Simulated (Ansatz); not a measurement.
# AgGeF3 (model cell, started as cubic perovskite with Ge in the octahedra): following an unstable mode, part 2 of 3

Which phase does AgGeF3 (model cell, started as cubic perovskite with Ge in the octahedra) fall into along its unstable mode, and how much energy does it gain?

Ansatz 0.2.0; DFT PBEsol, scalar-relativistic, plane waves, PAW; PAW set soft_1.

So far, highest frequency on the path or at a solved wavevector (cm⁻¹): step 2 (the dispersion) 344. Also lowest frequency on the path (cm⁻¹): step 2 -190.

The structure was built from a prototype and need not be the compound's stable phase.

## (4) The mode frozen in, largest atomic shift 0.22 Å

The atoms are moved along the unstable eigenvector, the largest shift by 0.22 Å, with the cell fixed.

Contents of input.yaml:

```yaml
crystal:
  lattice:
    - [4.2639971677, 0.0, 0.0]
    - [0.0, 4.2639971677, 0.0]
    - [0.0, 0.0, 4.2639971677]
  atoms:
    - { symbol: Ag, position: [0.0, 0.0006971552, 0.0006971552] }
    - { symbol: Ge, position: [0.5, 0.49403519, 0.49403519] }
    - { symbol: F, position: [0.5, 0.4847739796, 0.0492969546] }
    - { symbol: F, position: [0.5, 0.0492969546, 0.4847739796] }
    - { symbol: F, position: [0.0, 0.4847739796, 0.4847739796] }
kpoints:
  mp_grid: { grid: [8, 8, 8] }
hamiltonian:
  xc: pbesol
  pseudopotentials: { kind: paw, azcp: { folder: soft_1 }, xc_functional: pbe }
scf:
  occupations: { method: methfessel_paxton, width: 0.2 }
output:
  forces: true
  stress: true
  eigenvalues: true
```

Command:

```
ansatz run input.yaml --threads 4 --pin off --max-ram 16384MiB --backend cpu --events-out ev --progress --plain --runs-dir out
```

Numbers of over 12 decimals in the logs are rounded to 6 here.

Log:

```text
[...]
Crystal: 5 atoms, lattice volume = 77.527 Å³
Basis set: ecut = 420 eV, 1503 PW (Γ), exchange–correlation on 60×60×60 points (8 copies of the dense FFT grid, shifted against one another)
Bands: 33, of which v1, the nominal top of the filled ones, is band 27 counted from 1 (26 counted from 0)
Symmetry: 4 space group operations
[...]
k-points: 105 of 512 (time reversal used)
[...]
k-point 0: bands = [... 23 lower, 3.4219, 3.5509, 3.5741, 3.5798, 7.0090, 13.6684, 13.7142, 14.0335, ... 2 higher]
  k-point 1: bands = [... 23 lower, 3.5068, 3.5580, 3.6208, 3.6555, 7.1623, 13.2745, 13.7258, 13.9157, ... 2 higher]
  k-point 2: bands = [... 23 lower, 3.6425, 3.7351, 3.7786, 4.2523, 7.5493, 12.3354, 13.7649, 13.9120, ... 2 higher]
  k-point 104: bands = [... 23 lower, 3.4990, 3.6635, 3.6637, 8.0522, 8.4678, 10.6065, 10.8347, 11.7808, ... 2 higher]
[key lines of the parts left out:]
SCF converged after 12 iterations
Free energy (F): -14175.678836 eV
Fermi energy:    7.416031 eV
P = ⅓ Tr σ = 2.1030 GPa (21.030 kbar)
```

The job ended after 7.2 s (4 threads of Arm Neoverse V2, shared host; peak memory 0.45 GiB; 28 s of CPU time).

Numbers from this step:

```
pressure                         : 2.103 GPa
energy from the undistorted cell : -11.15 meV/atom
```

The energy, extrapolated to zero smearing, is -11.15 meV/atom against the undistorted cell.

The run ends at a pressure of 2.10 GPa, with forces up to 0.48 eV/Å.

## (5) Energy along the mode, all amplitudes (two of the runs are shown above)

An imaginary frequency means negative curvature, so the energy should fall and then rise again as anharmonic terms take over.

This step gave:

```yaml
depth_at_the_lowest_point_sampled: 11.15 meV/atom
largest_atomic_shift_at_that_point: 0.22 Å
```

The energy from the parent by largest atomic shift:

```tsv
largest atomic shift (Å)	energy from the parent (meV/atom)
0.000	0
0.040	-0.903
0.080	-3.38
0.140	-8.49
0.220	-11.2
0.320	15.1
```

Displacement at unit largest shift by atom:

```tsv
atom	x (Å)	y (Å)	z (Å)	size
Ag1	0.000	0.014	0.014	0.020
Ge2	0.000	-0.116	-0.116	0.164
F3	0.000	-0.295	0.955	1.000
F4	0.000	0.955	-0.295	1.000
F5	0.000	-0.295	-0.295	0.417
```

The lowest of the steps tried is at 0.22 Å, 11.2 meV/atom below the parent; the bottom of the well need not coincide with a step.

## (6) Relaxation from the frozen mode

Starting from the lowest point found, all atoms and the cell are let go, so that strain and other modes of the same symmetry can join in.

Edit input.yaml of step 4 so:

```diff
@@ -22 +22,6 @@
   eigenvalues: true
+relax:
+  adjacent_minimum: "off"
+  f_tol: 0.002
+  max_steps: 120
+  cell: { stress_tol: 0.03 }
```

Log:

```text
[...]
Crystal: 5 atoms, lattice volume = 77.527 Å³
Basis set: ecut = 420 eV, 1503 PW (Γ), exchange–correlation on 60×60×60 points (8 copies of the dense FFT grid, shifted against one another)
Bands: 33, of which v1, the nominal top of the filled ones, is band 27 counted from 1 (26 counted from 0)
Symmetry: 4 space group operations
[...]
k-points: 105 of 512 (time reversal used)
[...]
SCF iter   1: F=—  HF=-14183.993309 eV  |F-HF|=—  |Δ(HF+E_count)|=         —  Δρ=2.11e-1  dr2=3.37e1  ethr=3.10e-3  ⟨swp⟩=5.1  Hψ=12772  notcnv=0
[...]
SCF iter  12: F=-14175.678836 eV  HF=-14175.678835 eV  |F-HF|=2.54e-8  |Δ(HF+E_count)|=   1.98e-7  S|Δr|=    0.00e0  Δρ=6.67e-6  dr2=4.10e-8  ethr=1.85e-10  ⟨swp⟩=10.6  Hψ=15206  notcnv=0
SCF 1 converged in 12 iterations: F = -14175.678836 eV  dr2 = 4.10e-8
[...]
relax step   1: F+E_penalty+E_count = -14175.67883552 eV  Δ(F+E_penalty+E_count) = +0.000e0 eV  max|allowed force component| = 3.404e-1 eV/Å  Δτ_max = 0.0000 Å  P = +2.103 GPa  Ω = 77.527 Å³  (12 SCF iters, dr2 threshold 1.00e-7 eV, accepted)
Crystal: 5 atoms, lattice volume = 79.642 Å³
Basis set: ecut = 420 eV, 1551 PW (Γ), exchange–correlation on 60×60×60 points (8 copies of the dense FFT grid, shifted against one another)
[...]
SCF iter   9: F=-14175.736449 eV  HF=-14175.736449 eV  |F-HF|=1.41e-8  |Δ(HF+E_count)|=   4.34e-8  S|Δr|=    0.00e0  Δρ=1.24e-5  dr2=1.61e-7  ethr=9.26e-10  ⟨swp⟩=5.0  Hψ=12911  notcnv=0
SCF 2 converged in 9 iterations: F = -14175.736449 eV  dr2 = 1.61e-7
relax step   2: F+E_penalty+E_count = -14175.73644899 eV  Δ(F+E_penalty+E_count) = -5.761e-2 eV  max|allowed force component| = 2.078e-1 eV/Å  Δτ_max = 0.0460 Å  P = +0.336 GPa  Ω = 79.642 Å³  energy of the carried Pulay correction = -4.141e-3 eV  (9 SCF iters, dr2 threshold 5.00e-7 eV, accepted)
Crystal: 5 atoms, lattice volume = 82.309 Å³
Basis set: ecut = 420 eV, 1613 PW (Γ), exchange–correlation on 60×60×60 points (8 copies of the dense FFT grid, shifted against one another)
[...]
SCF iter   8: F=-14175.860005 eV  HF=-14175.860005 eV  |F-HF|=3.57e-8  |Δ(HF+E_count)|=   2.51e-7  S|Δr|=    0.00e0  Δρ=1.23e-5  dr2=1.28e-7  ethr=9.26e-10  ⟨swp⟩=5.4  Hψ=14327  notcnv=0
SCF 3 converged in 8 iterations: F = -14175.860005 eV  dr2 = 1.28e-7
relax step   3: F+E_penalty+E_count = -14175.86000478 eV  Δ(F+E_penalty+E_count) = -1.236e-1 eV  max|allowed force component| = 2.621e-1 eV/Å  Δτ_max = 0.1098 Å  P = -1.993 GPa  Ω = 82.309 Å³  energy of the carried Pulay correction = -9.203e-3 eV  (8 SCF iters, dr2 threshold 5.00e-7 eV, accepted)
[... from here on, the SCF cycles and remarks between the steps are left out ...]
relax step   4: F+E_penalty+E_count = -14175.97018710 eV  Δ(F+E_penalty+E_count) = -1.102e-1 eV  max|allowed force component| = 3.377e-1 eV/Å  Δτ_max = 0.1242 Å  P = -3.404 GPa  Ω = 84.244 Å³  energy of the carried Pulay correction = -1.277e-2 eV  (8 SCF iters, dr2 threshold 5.00e-7 eV, accepted)
relax step   5: F+E_penalty+E_count = -14175.87377361 eV  Δ(F+E_penalty+E_count) = +9.641e-2 eV  max|allowed force component| = 1.130e0 eV/Å  Δτ_max = 0.1942 Å  P = +1.573 GPa  Ω = 81.966 Å³  energy of the carried Pulay correction = -8.563e-3 eV  (8 SCF iters, dr2 threshold 5.00e-7 eV, rejected (line search))
relax step   6: F+E_penalty+E_count = -14176.03460677 eV  Δ(F+E_penalty+E_count) = -6.442e-2 eV  max|allowed force component| = 1.852e-1 eV/Å  Δτ_max = 0.0362 Å  P = -1.582 GPa  Ω = 81.053 Å³  energy of the carried Pulay correction = -6.841e-3 eV  (13 SCF iters, accepted)
relax step   7: F+E_penalty+E_count = -14176.08425480 eV  Δ(F+E_penalty+E_count) = -4.965e-2 eV  max|allowed force component| = 1.523e-1 eV/Å  Δτ_max = 0.0358 Å  P = -0.683 GPa  Ω = 78.699 Å³  energy of the carried Pulay correction = -2.309e-3 eV  (8 SCF iters, dr2 threshold 5.00e-7 eV, accepted)
relax step   8: F+E_penalty+E_count = -14176.17060912 eV  Δ(F+E_penalty+E_count) = -8.635e-2 eV  max|allowed force component| = 2.790e-1 eV/Å  Δτ_max = 0.0769 Å  P = -0.018 GPa  Ω = 75.672 Å³  energy of the carried Pulay correction = +3.723e-3 eV  (8 SCF iters, dr2 threshold 5.00e-7 eV, accepted)
relax step   9: F+E_penalty+E_count = -14176.28323053 eV  Δ(F+E_penalty+E_count) = -1.126e-1 eV  max|allowed force component| = 3.734e-1 eV/Å  Δτ_max = 0.1118 Å  P = +1.462 GPa  Ω = 71.735 Å³  energy of the carried Pulay correction = +1.194e-2 eV  (8 SCF iters, dr2 threshold 5.00e-7 eV, accepted)
relax step  10: F+E_penalty+E_count = -14176.31491575 eV  Δ(F+E_penalty+E_count) = -3.169e-2 eV  max|allowed force component| = 1.647e-1 eV/Å  Δτ_max = 0.1736 Å  P = +3.403 GPa  Ω = 68.368 Å³  energy of the carried Pulay correction = +1.931e-2 eV  (8 SCF iters, dr2 threshold 5.00e-7 eV, accepted)
relax step  11: F+E_penalty+E_count = -14176.32716040 eV  Δ(F+E_penalty+E_count) = -1.224e-2 eV  max|allowed force component| = 1.497e-1 eV/Å  Δτ_max = 0.0386 Å  P = -1.507 GPa  Ω = 72.451 Å³  energy of the carried Pulay correction = +1.041e-2 eV  (8 SCF iters, dr2 threshold 5.00e-7 eV, accepted)
relax step  12: F+E_penalty+E_count = -14176.34201276 eV  Δ(F+E_penalty+E_count) = -1.485e-2 eV  max|allowed force component| = 1.458e-1 eV/Å  Δτ_max = 0.0481 Å  P = +0.556 GPa  Ω = 71.127 Å³  energy of the carried Pulay correction = +1.324e-2 eV  (7 SCF iters, dr2 threshold 5.00e-7 eV, accepted)
relax step  13: F+E_penalty+E_count = -14176.34194930 eV  Δ(F+E_penalty+E_count) = +6.346e-5 eV  max|allowed force component| = 1.003e-1 eV/Å  Δτ_max = 0.0230 Å  P = -0.421 GPa  Ω = 71.542 Å³  energy of the carried Pulay correction = +1.235e-2 eV  (6 SCF iters, dr2 threshold 5.00e-7 eV, accepted)
relax step  14: F+E_penalty+E_count = -14176.34584838 eV  Δ(F+E_penalty+E_count) = -3.899e-3 eV  max|allowed force component| = 1.869e-2 eV/Å  Δτ_max = 0.0339 Å  P = -0.016 GPa  Ω = 71.334 Å³  energy of the carried Pulay correction = +1.280e-2 eV  (6 SCF iters, dr2 threshold 5.00e-7 eV, accepted)
relax step  15: F+E_penalty+E_count = -14176.34615507 eV  Δ(F+E_penalty+E_count) = -3.067e-4 eV  max|allowed force component| = 6.578e-3 eV/Å  Δτ_max = 0.0039 Å  P = +0.018 GPa  Ω = 71.273 Å³  energy of the carried Pulay correction = +1.293e-2 eV  (5 SCF iters, dr2 threshold 8.25e-8 eV, accepted)
[...]
relax step  25: F+E_penalty+E_count = -14176.55384437 eV  Δ(F+E_penalty+E_count) = -2.775e-2 eV  max|allowed force component| = 1.169e-3 eV/Å  Δτ_max = 0.0000 Å  P = +0.581 GPa  Ω = 75.706 Å³  stress off target by 1.31e0 GPa  SCF on the basis re-selected at this cell (its energy is not comparable with the rows above)  (8 SCF iters)
relax step  26: F+E_penalty+E_count = -14176.55761052 eV  Δ(F+E_penalty+E_count) = -3.766e-3 eV  max|allowed force component| = 3.644e-2 eV/Å  Δτ_max = 0.0290 Å  P = +0.289 GPa  Ω = 77.229 Å³  energy of the carried Pulay correction = -3.749e-3 eV  (6 SCF iters, dr2 threshold 5.00e-7 eV, accepted)
relax step  27: F+E_penalty+E_count = -14176.55787594 eV  Δ(F+E_penalty+E_count) = -2.654e-4 eV  max|allowed force component| = 6.915e-2 eV/Å  Δτ_max = 0.0189 Å  P = +0.190 GPa  Ω = 78.159 Å³  energy of the carried Pulay correction = -6.233e-3 eV  (6 SCF iters, dr2 threshold 5.00e-7 eV, accepted)
relax step  28: F+E_penalty+E_count = -14176.55831600 eV  Δ(F+E_penalty+E_count) = -4.401e-4 eV  max|allowed force component| = 2.254e-2 eV/Å  Δτ_max = 0.0119 Å  P = +0.067 GPa  Ω = 78.451 Å³  energy of the carried Pulay correction = -7.060e-3 eV  (6 SCF iters, dr2 threshold 4.15e-7 eV, accepted)
relax step  29: F+E_penalty+E_count = -14176.55826531 eV  Δ(F+E_penalty+E_count) = +5.069e-5 eV  max|allowed force component| = 1.687e-2 eV/Å  Δτ_max = 0.0100 Å  P = -0.029 GPa  Ω = 78.494 Å³  energy of the carried Pulay correction = -7.177e-3 eV  (6 SCF iters, dr2 threshold 3.17e-8 eV, accepted)
relax step  30: F+E_penalty+E_count = -14176.55815581 eV  Δ(F+E_penalty+E_count) = +1.095e-4 eV  max|allowed force component| = 2.618e-3 eV/Å  Δτ_max = 0.0025 Å  P = +0.005 GPa  Ω = 78.541 Å³  energy of the carried Pulay correction = -7.314e-3 eV  (5 SCF iters, dr2 threshold 1.78e-8 eV, accepted)
relax step  31: F+E_penalty+E_count = -14176.55816357 eV  Δ(F+E_penalty+E_count) = -7.758e-6 eV  max|allowed force component| = 1.995e-4 eV/Å  Δτ_max = 0.0005 Å  P = -0.000 GPa  Ω = 78.539 Å³  energy of the carried Pulay correction = -7.307e-3 eV  (5 SCF iters, dr2 threshold 4.28e-10 eV, accepted)
relax step  32: F+E_penalty+E_count = -14176.56770975 eV  Δ(F+E_penalty+E_count) = -9.546e-3 eV  max|allowed force component| = 3.190e-4 eV/Å  Δτ_max = 0.0000 Å  P = +0.070 GPa  Ω = 78.539 Å³  stress off target by 2.77e-1 GPa  SCF on the basis re-selected at this cell (its energy is not comparable with the rows above)  (8 SCF iters)
relax step  33: F+E_penalty+E_count = -14176.56750532 eV  Δ(F+E_penalty+E_count) = +2.044e-4 eV  max|allowed force component| = 7.113e-3 eV/Å  Δτ_max = 0.0067 Å  P = +0.083 GPa  Ω = 78.937 Å³  energy of the carried Pulay correction = -8.555e-4 eV  (6 SCF iters, dr2 threshold 1.92e-7 eV, accepted)
relax step  34: F+E_penalty+E_count = -14176.56694540 eV  Δ(F+E_penalty+E_count) = +5.599e-4 eV  max|allowed force component| = 6.677e-3 eV/Å  Δτ_max = 0.0030 Å  P = +0.031 GPa  Ω = 79.257 Å³  energy of the carried Pulay correction = -1.580e-3 eV  (6 SCF iters, dr2 threshold 4.87e-8 eV, accepted)
relax step  35: F+E_penalty+E_count = -14176.56283769 eV  Δ(F+E_penalty+E_count) = +4.108e-3 eV  max|allowed force component| = 2.250e-1 eV/Å  Δτ_max = 0.0188 Å  P = -0.508 GPa  Ω = 79.437 Å³  energy of the carried Pulay correction = -2.002e-3 eV  (8 SCF iters, dr2 threshold 1.22e-8 eV, rejected (line search))
relax step  36: F+E_penalty+E_count = -14176.56696149 eV  Δ(F+E_penalty+E_count) = -1.610e-5 eV  max|allowed force component| = 3.396e-3 eV/Å  Δτ_max = 0.0030 Å  P = +0.050 GPa  Ω = 79.252 Å³  energy of the carried Pulay correction = -1.584e-3 eV  (11 SCF iters, accepted)
relax step  37: F+E_penalty+E_count = -14176.56656760 eV  Δ(F+E_penalty+E_count) = +3.939e-4 eV  max|allowed force component| = 1.111e-2 eV/Å  Δτ_max = 0.0022 Å  P = -0.021 GPa  Ω = 79.409 Å³  energy of the carried Pulay correction = -1.945e-3 eV  (6 SCF iters, dr2 threshold 1.53e-8 eV, rejected (line search))
relax step  38: F+E_penalty+E_count = -14176.56679052 eV  Δ(F+E_penalty+E_count) = +1.710e-4 eV  max|allowed force component| = 7.603e-4 eV/Å  Δτ_max = 0.0006 Å  P = +0.011 GPa  Ω = 79.335 Å³  energy of the carried Pulay correction = -1.775e-3 eV  (9 SCF iters, accepted)
relax step  39: F+E_penalty+E_count = -14176.56881254 eV  Δ(F+E_penalty+E_count) = -2.022e-3 eV  max|allowed force component| = 7.561e-4 eV/Å  Δτ_max = 0.0000 Å  P = +0.022 GPa  Ω = 79.335 Å³  stress off target by 6.15e-2 GPa  SCF on the basis re-selected at this cell (its energy is not comparable with the rows above)  (6 SCF iters)
relax step  40: F+E_penalty+E_count = -14176.56852443 eV  Δ(F+E_penalty+E_count) = +2.881e-4 eV  max|allowed force component| = 2.815e-3 eV/Å  Δτ_max = 0.0019 Å  P = +0.007 GPa  Ω = 79.493 Å³  energy of the carried Pulay correction = -3.359e-4 eV  (6 SCF iters, dr2 threshold 9.47e-9 eV, accepted)
relax step  41: F+E_penalty+E_count = -14176.56838090 eV  Δ(F+E_penalty+E_count) = +1.435e-4 eV  max|allowed force component| = 3.009e-4 eV/Å  Δτ_max = 0.0007 Å  P = +0.001 GPa  Ω = 79.564 Å³  energy of the carried Pulay correction = -4.853e-4 eV  (7 SCF iters, dr2 threshold 4.95e-10 eV, accepted)
[...]
SCF iter   5: F=-14176.568860 eV  HF=-14176.568860 eV  |F-HF|=2.36e-11  |Δ(HF+E_count)|=  2.93e-10  S|Δr|=    0.00e0  Δρ=1.08e-7  dr2=5.03e-12  ethr=1.00e-12  ⟨swp⟩=5.7  Hψ=15098  notcnv=0
SCF 42 converged in 5 iterations: F = -14176.568860 eV  dr2 = 5.03e-12
relax step  42: F+E_penalty+E_count = -14176.56885972 eV  Δ(F+E_penalty+E_count) = -4.788e-4 eV  max|allowed force component| = 2.997e-4 eV/Å  Δτ_max = 0.0000 Å  P = +0.003 GPa  Ω = 79.564 Å³  stress off target by 1.55e-2 GPa  SCF on the basis re-selected at this cell (its energy is not comparable with the rows above)  (5 SCF iters)
[...]
SCF converged after 5 iterations
[...]
Free energy (F): -14176.568860 eV
[...]
Internal energy: -14176.568860 eV  (E = F + TS)
E sigma→0 (E₀):  -14176.568860 eV
Fermi energy:    6.312637 eV
[...]
--- Forces (eV/Å), atoms counted from 1 ---
  atom   1  Ag    -0.00000000     0.00029172     0.00029172
  atom   2  Ge     0.00000000    -0.00011966    -0.00011966
  atom   3  F      0.00000000    -0.00004581    -0.00029949
  atom   4  F     -0.00000000    -0.00029949    -0.00004581
  atom   5  F      0.00000000     0.00017435     0.00017435
  max |Σ_I F_I| component: 1.12e-6 eV/Å
--- Stress (GPa, compression-positive) ---
       -0.003527      -0.000000       0.000000
       -0.000000       0.006961      -0.008546
        0.000000      -0.008546       0.006961
  P = ⅓ Tr σ = 0.0035 GPa (0.035 kbar)
--- Band table (eV; the first three rows and the last of 105) ---
  k-point 0: bands = [... 23 lower, 3.1799, 3.2787, 3.3882, 3.5711, 8.7847, 11.2664, 12.0612, 12.8187, ... 2 higher]
  k-point 1: bands = [... 23 lower, 3.2070, 3.3941, 3.3998, 3.7196, 8.7497, 11.1219, 11.9761, 12.9876, ... 2 higher]
  k-point 2: bands = [... 23 lower, 3.3399, 3.4123, 3.5821, 4.1581, 8.6642, 10.9302, 11.7677, 13.1190, ... 2 higher]
  k-point 104: bands = [... 23 lower, 3.2561, 3.2862, 3.3672, 5.2774, 7.5245, 10.3361, 11.3950, 11.9071, ... 2 higher]
--- Relaxed structure (37 steps of the walk, 34 accepted, 5 SCFs on fresh bases) ---
  F+E_penalty+E_count = -14176.56885972 eV   max|allowed force component| = 2.997e-4 eV/Å   (the final SCF, on the basis selected at the relaxed cell)
  cell:  # Å, volume = 79.5641 Å³
    - [4.143304, 0, 0]
    - [0, 4.537837, -1.178523]
    - [0, -1.178523, 4.537837]
  atoms:
    - { symbol: Ag, position: [0, -0.032196, -0.032196] }
    - { symbol: Ge, position: [0.5, 0.546160, 0.546160] }
    - { symbol: F, position: [0.5, 0.431916, 0.114766] }
    - { symbol: F, position: [0.5, 0.114766, 0.431916] }
    - { symbol: F, position: [0, 0.452931, 0.452931] }
```

The job ended after 4.1 min (4 threads; peak memory 0.56 GiB; 16 min of CPU time).

The steps of the relaxation (22 of 42):

```tsv
step	energy less that of the first step (eV)	largest force component (eV/Å)	pressure (GPa)	volume (Å³)
1	0.0000	0.3404	2.10	77.53
3	-0.1812	0.2621	-1.99	82.31
5	-0.1949	1.1300	1.57	81.97
7	-0.4054	0.1523	-0.68	78.70
9	-0.6044	0.3734	1.46	71.74
11	-0.6483	0.1497	-1.51	72.45
13	-0.6631	0.1003	-0.42	71.54
15	-0.6673	0.0066	0.02	71.27
17	-0.6674	0.0011	0.00	71.28
19	-0.8281	0.1519	0.30	73.82
21	-0.8467	0.0389	-0.10	75.62
22	-0.8474	0.0108	0.08	75.61
24	-0.8473	0.0008	0.00	75.71
26	-0.8788	0.0364	0.29	77.23
28	-0.8795	0.0225	0.07	78.45
30	-0.8793	0.0026	0.01	78.54
32*	-0.8889	0.0003	0.07	78.54
34	-0.8881	0.0067	0.03	79.26
36	-0.8881	0.0034	0.05	79.25
38	-0.8880	0.0008	0.01	79.33
40	-0.8897	0.0028	0.01	79.49
42*	-0.8900	0.0003	0.00	79.56
```

Relaxation steps marked * repeat the geometry before them on a plane-wave basis chosen anew for their cell, so energy and pressure can jump there. Other such steps can lie between the rows shown. Relaxation steps 5, 35, 37 were tried and not accepted.

Forces are held to the 4 operations that the run works with; a distortion that breaks them can't arise in this run.

```tsv
cell as run	before	after	change
a (Å)	4.264	4.143	-2.8 %
b (Å)	4.264	4.688	+10.0 %
c (Å)	4.264	4.688	+10.0 %
α (°)	90.00	119.12	+32.4 %
volume (Å³/atom)	15.51	15.91	+2.6 %
```

The atoms that moved most (Å, as changes of fractional coordinates times the final cell):

```tsv
atom	dx	dy	dz	length
F3	0.000	-0.317	0.359	0.479
F4	0.000	0.359	-0.317	0.479
Ge2	0.000	0.175	0.175	0.248
Ag1	0.000	-0.110	-0.110	0.156
F5	0.000	-0.107	-0.107	0.151
```

The relaxed structure:

```cif
data_structure
_symmetry_space_group_name_H-M 'P 1'
_symmetry_Int_Tables_number 1
_cell_length_a 4.1433
_cell_length_b 4.6884
_cell_length_c 4.6884
_cell_angle_alpha 119.117
_cell_angle_beta 90.000
_cell_angle_gamma 90.000
_cell_volume 79.56
loop_
_atom_site_label
_atom_site_type_symbol
_atom_site_fract_x
_atom_site_fract_y
_atom_site_fract_z
_atom_site_occupancy
Ag1 Ag 0.00000 0.96780 0.96780 1
Ge2 Ge 0.50000 0.54616 0.54616 1
F3 F 0.50000 0.43192 0.11477 1
F4 F 0.50000 0.11477 0.43192 1
F5 F 0.00000 0.45293 0.45293 1
```

Numbers from this step:

```yaml
pressure: 0.003465 GPa
gap_on_the_k_mesh: 2.069 eV
volume_per_atom: 15.91 Å³
```

The distorted start has space group Amm2; the relaxation ends in Amm2.

[end of part 2 of 3]

[Logs are printed without paths, hosts, clocks, repeated set-up lines and the standing remarks that a program may print on its own settings, such as how far it seeks lower states.]

[Hosts, paths, dates, database ids (printed as entryN), source tags and the programs' standing remarks are cut or masked in the printed files.]
